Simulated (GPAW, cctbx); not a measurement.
# How far are the atoms of ZrMnCo from free atoms?

Aim: compute the bonding part of the density of ZrMnCo, find which reflections carry it, and see how it biases an ordinary refinement.

The cell comes from substitution in a known structure type and wasn't matched to any measured phase. All numbers below are calculated.

## Step 1: Find the equilibrium geometry

The density hangs on the geometry, so cell and atoms are relaxed first, with the symmetry held. The cutoff is set higher than for the density because stress converges slowly with plane waves.

Settings: GPAW 26.7.0, PBE, 570 eV, 5×5×3 k-points (along the axes of the calculation cell), Fermi–Dirac width 0.1 eV, spin-polarised, BFGS to 0.03 eV/Å.

```text
cell
1.0
     4.060000000    0.000000000    0.000000000
    -2.030000000    3.516063139    0.000000000
     0.000000000    0.000000000    5.787000000
Zr Co Mn
2 2 2
Direct
0.000000000 0.000000000 0.000000000
0.000000000 0.000000000 0.500000000
0.666666667 0.333333333 0.750000000
0.333333333 0.666666667 0.250000000
0.666666667 0.333333333 0.250000000
0.333333333 0.666666667 0.750000000
```

```console
$ OMP_NUM_THREADS=1 mpirun -n 4 gpaw python run.py > gpaw.log
```

```text
BFGS:    0      -50.378477        1.679087
BFGS:    1      -50.443619        1.546579
BFGS:    2      -50.706463        0.833768
BFGS:    3      -50.773637        0.507524
...
BFGS:   10      -51.196308        0.267130
BFGS:   11      -51.202637        0.035004
BFGS:   12      -51.202510        0.018125
cell  3.9032 3.9032 7.0548  90.00 90.00 120.00
volume 93.078 A^3, largest force 0.000 eV/A, largest stress 0.19 GPa
```

The cell moved far, while the k-mesh and basis were chosen for the start, so the final shape may be somewhat biased.

After 12 steps the volume has changed by +12.7 % and the energy by -0.824 eV; the largest stress left is 0.19 GPa. It took 7.7 min on 4 cores of Arm Neoverse V1 (shared host), peak memory 1.4 GiB.

Relaxed structure: P6_3/mmc (no. 194), a = 3.9032 Å, b = 3.9032 Å, c = 7.0548 Å, α = 90.00°, β = 90.00°, γ = 120.00°.

```
atom  mult.    x    y    z
 Zr1      2    0    0    0
 Co1      2  2/3  1/3  3/4
 Mn1      2  2/3  1/3  1/4
```

## Step 2: The all-electron density

X-rays see the whole electron density, so the PAW density is rebuilt with its core regions. Subtracting spherical free atoms from the same code cancels the cores and leaves the deformation density Δρ, the part due to bonding.

Settings: PBE, 450 eV, 7×7×4 k-points (along the axes of the calculation cell), Fermi–Dirac width 0.1 eV, spin-polarised; primitive cell of 6 atoms.

```console
$ OMP_NUM_THREADS=1 mpirun -n 4 gpaw python run.py > gpaw.log
```

```text
|iter:   1|       0s |  -52.077200 | +0.40 |       | +12.0302|
|iter:   2|       3s |  -50.684141 | -1.06 | -0.84 | +11.7838|
|iter:   3|       6s |  -50.076144 | -1.44 | -0.93 | +11.0183|
...
|iter:  15|      42s |  -50.725077c| -6.71 | -3.98 |  +4.7778|
|iter:  16|      45s |  -50.725099c| -6.88 | -3.96 |  +4.7758|
|iter:  17|      47s |  -50.725107c| -7.59c| -4.75c|  +4.7756|
```

```text
grid (40, 40, 70)  electrons 184.000  moved by bonding 1.065 e
deformation density beyond 0.5 A of the nuclei: max 0.107, min -0.128 e/A^3
atom        x       y       z   Voronoi charge  moment
Zr1    0.0000  0.0000  0.0000      0.364      -0.16
Zr2    0.0000  0.0000  0.5000      0.364      -0.16
Co3    0.6667  0.3333  0.7500     -0.250       0.51
Co4    0.3333  0.6667  0.2500     -0.250       0.51
Mn5    0.6667  0.3333  0.2500     -0.114       2.09
Mn6    0.3333  0.6667  0.7500     -0.114       2.09
mean inner potential of superposed free atoms 26.055 V
total magnetic moment 4.776 muB
```

Deformation density in a plane through the shortest contact of the Co atom at the origin, in 0.01 e/Å³ (clipped at ±99); x from -1.6 to 3.9 Å, y from 2.4 down to -2.4 Å:

```text
  0   2  -8   2   3   3   2   1   0   1   3   3   4  -2   3  -1
-12   .   .   1  -2   1   1  -1  -1   1   2   0  -2   .   .  -7
  1   .   .   1   1   2   1   0   0   1   3   3   2   .   .   0
 -3  -1   4   7   6   3   2   2   2   1   3   6  10   7   0  -1
  1   3   7  11   6   0   0   3   3  -1  -2   3   7   7   3   2
  2   3   3   3   .   6   1   6   5   1   5   .   2   1   3   2
  1   1  -1   2   .   .   3  11   7  -1   .   .   4  -3   1   1
  2   3   3   3   .   5   0   7   5   0   5   .   2   1   3   2
  1   3   7  10   6   0   0   3   3  -1  -2   3   7   7   3   2
 -3  -1   4   7   6   3   2   2   2   1   3   6  10   7   0  -1
  1   .   .   1   1   2   1   0   0   1   3   2   2   .   .   0
-12   .   .   1  -2   1   1  -1  -1   1   2   0  -2   .   .  -6
  0   2  -7   2   3   3   2   1   0   1   3   3   4  -3   3  -1
```

Atoms in or within 0.15 Å of the plane: Co (3.4, -1.9), Co (3.4, 1.9), Co (0.0, 0.0), Mn (2.2, 0.0), Mn (-1.1, -1.9), Mn (-1.1, 1.9) Å. Dots mark points within about 0.45 Å of a nucleus; large values next to them are atomic features.

Co gains most (-0.25 e) and Zr loses most (+0.36 e), as electronegativity suggests. Along the shortest contact from the Co atom at the map's origin, Co–Mn at 2.25 Å, Δρ is +0.10 e/Å³ at the midpoint and highest, +0.11, 0.97 Å from Co (points within 0.5 Å of a nucleus left out): a bond charge, the mark of covalency, pulled towards Co. At the midpoints of other shortest contacts it is +0.01 (Zr–Co, 2.86 Å) and 0.00 (Zr–Mn, 2.86 Å) e/Å³. Point values carry grid noise of about 0.01 e/Å³. The cell's moment is 4.78 μB; the largest inside an atomic sphere is 2.09 μB. The run needed 17 iterations, 59 s.

## Step 3: Structure factors

The Fourier components of Δρ, added to those of the free atoms, give the static X-ray structure factors; the Mott–Bethe relation turns them into the Fourier components V of the potential that fast electrons feel.

```text
static structure factors of the conventional cell: F in electrons, V (Mott-Bethe) in volts
   h  k  l      d  |F| table  |F| free   |F| DFT   change   |V| free  |V| DFT  change %
   0  0  2  3.5274    20.218    20.142    21.170    1.028     2.364    1.734    -26.6
   1  0  0  3.3803    23.870    23.944    23.566   -0.378     2.282    2.495      9.3
   1  0  1  3.0484     3.674     3.686     3.806    0.120     0.102    0.157     53.8
   1  0  2  2.4406   102.075   101.845   101.725   -0.120     8.845    8.880      0.4
   1  1  0  1.9516   130.469   129.999   129.683   -0.316    10.128   10.187      0.6
   1  0  3  1.9304     3.445     3.404     3.381   -0.022     0.011    0.015        -
   0  0  4  1.7637   124.652   124.262   123.976   -0.286     9.151    9.194      0.5
   1  1  2  1.7077    13.147    12.798    12.503   -0.295     1.609    1.651      2.6
   2  0  0  1.6901    20.768    20.942    21.236    0.294     0.993    0.951     -4.2
   2  0  1  1.6436     3.289     3.234     3.245    0.011     0.031    0.029     -4.6
   1  0  4  1.5637    20.390    20.567    20.600    0.032     0.895    0.891     -0.4
   2  0  2  1.5242    83.843    83.762    83.687   -0.076     5.518    5.527      0.2
   2  0  3  1.3724     3.037     2.991     2.987   -0.003     0.044    0.044      0.7
   1  1  4  1.3085   105.656   105.615   105.659    0.044     6.609    6.605     -0.1
```

The largest X-ray change is +1.03 e on 002, 5.1 % of |F|. For electrons V goes as (Z − F)/g², so a change of F counts against Z − F, which is small at low angle and wherever the atoms' terms cancel: |V| of 101 moves by +53.8 % (0.10 to 0.16 V) against +3.3 % in |F|. The last three rows change by 0.08 e or less, against 1.03 e at the top: the effect is concentrated at low angle. The tabulated Hartree–Fock atoms differ from the free DFT atoms by up to 0.47 e, so the choice of reference atom matters too.

## Step 4: The functional ladder

The same geometry is run with other functionals, to see whether the bonding signal is larger than the spread between approximations. Free atoms are LDA for LDA and PBE otherwise. Any other changed setting is in the row's label.

| run | ΔF 002 (e) | ΔF 100 (e) | ΔF 110 (e) | q(Co) (e) | moved (e) | time |
| --- | --- | --- | --- | --- | --- | --- |
| PBE | +1.028 | -0.378 | -0.316 | -0.250 | 1.065 | 59 s |
| LDA | +1.044 | -0.396 | -0.315 | -0.244 | 1.058 | 56 s |
| RPBE | +1.021 | -0.372 | -0.297 | -0.253 | 1.083 | 59 s |

At the base's settings ΔF(002) spans +1.021 to +1.044 e, a spread of 2 % of the PBE value; over the three listed reflections the spread is at most 6 %, so sign and size hold across the functionals. Times are from shared hosts.

## Step 5: Refining ordinary atoms against data with bonding

Routine crystallography fits spherical atoms. To see the bias, intensities are simulated from tabulated atoms plus the DFT change ΔF, so that bonding alone can misfit (2888 reflections of the full sphere, merged to the counts below, to 0.5 Å, 1.5 % proportional noise plus counting noise, assumed isotropic U as listed, Δρ smeared by the mean U) and refined with cctbx over different ranges.

```csv
range,data,R1,GooF,U Zr1 (true 0.0047),U Co1 (true 0.0054),U Mn1 (true 0.0056),largest shift (Å),"Δρ max, min (e/Å³)"
all data,178,0.0046,1.12,0.0047,0.0054,0.0056,0.0000,"0.38, -0.29"
"low resolution, d > 0.84",46,0.0043,1.21,0.0047,0.0055,0.0056,0.0000,"0.08, -0.20"
"high order, d < 0.75",116,0.0048,1.10,0.0047,0.0054,0.0056,0.0000,"0.34, -0.25"
"occupancies free, d > 0.7",73,0.0043,1.13,0.0047,0.0055,0.0055,0.0000,"0.11, -0.23"
```

With all data GooF is 1.12, so at this noise the bonding hardly shows; the top residual peak lies 0.32 Å from Co and 2.28 Å from Mn. No U is off by more than 3 s.u. at low resolution. Symmetry fixes every coordinate, so the shifts are zero by construction. With Zr1 held at 1 and the scale free, the other occupancies refine to Co1 1.001(0.001) and Mn1 0.997(0.002), within three s.u. of full.

## Step 6: Answer

Bonding moves 1.06 e in the primitive cell of ZrMnCo and changes the structure factors of the conventional cell in the table above by at most 1.03 e (002, 5.1 %). The shortest bond, Co–Mn, has Δρ = +0.10 e/Å³ at its midpoint, a covalent bond charge. At the base's settings ΔF(002) spans +1.021 to +1.044 e, a spread of 2 % of the PBE value; over the three listed reflections the spread is at most 6 %, so sign and size hold across the functionals. With all data GooF is 1.12, so at this noise the bonding hardly shows. Limits: static density, frozen cores, no spin–orbit coupling; a ferromagnetic start is the only order tried, and the real ground state may be antiferromagnetic or insulating.

[Outputs are excerpts: Python notices, other lines and further rows are left out; steps that failed or that the build refused (PBEsol, TPSS) are not shown.]

[Logs are printed without paths, hosts, clocks, repeated set-up lines and the standing remarks that a program may print on its own settings, such as how far it seeks lower states.]
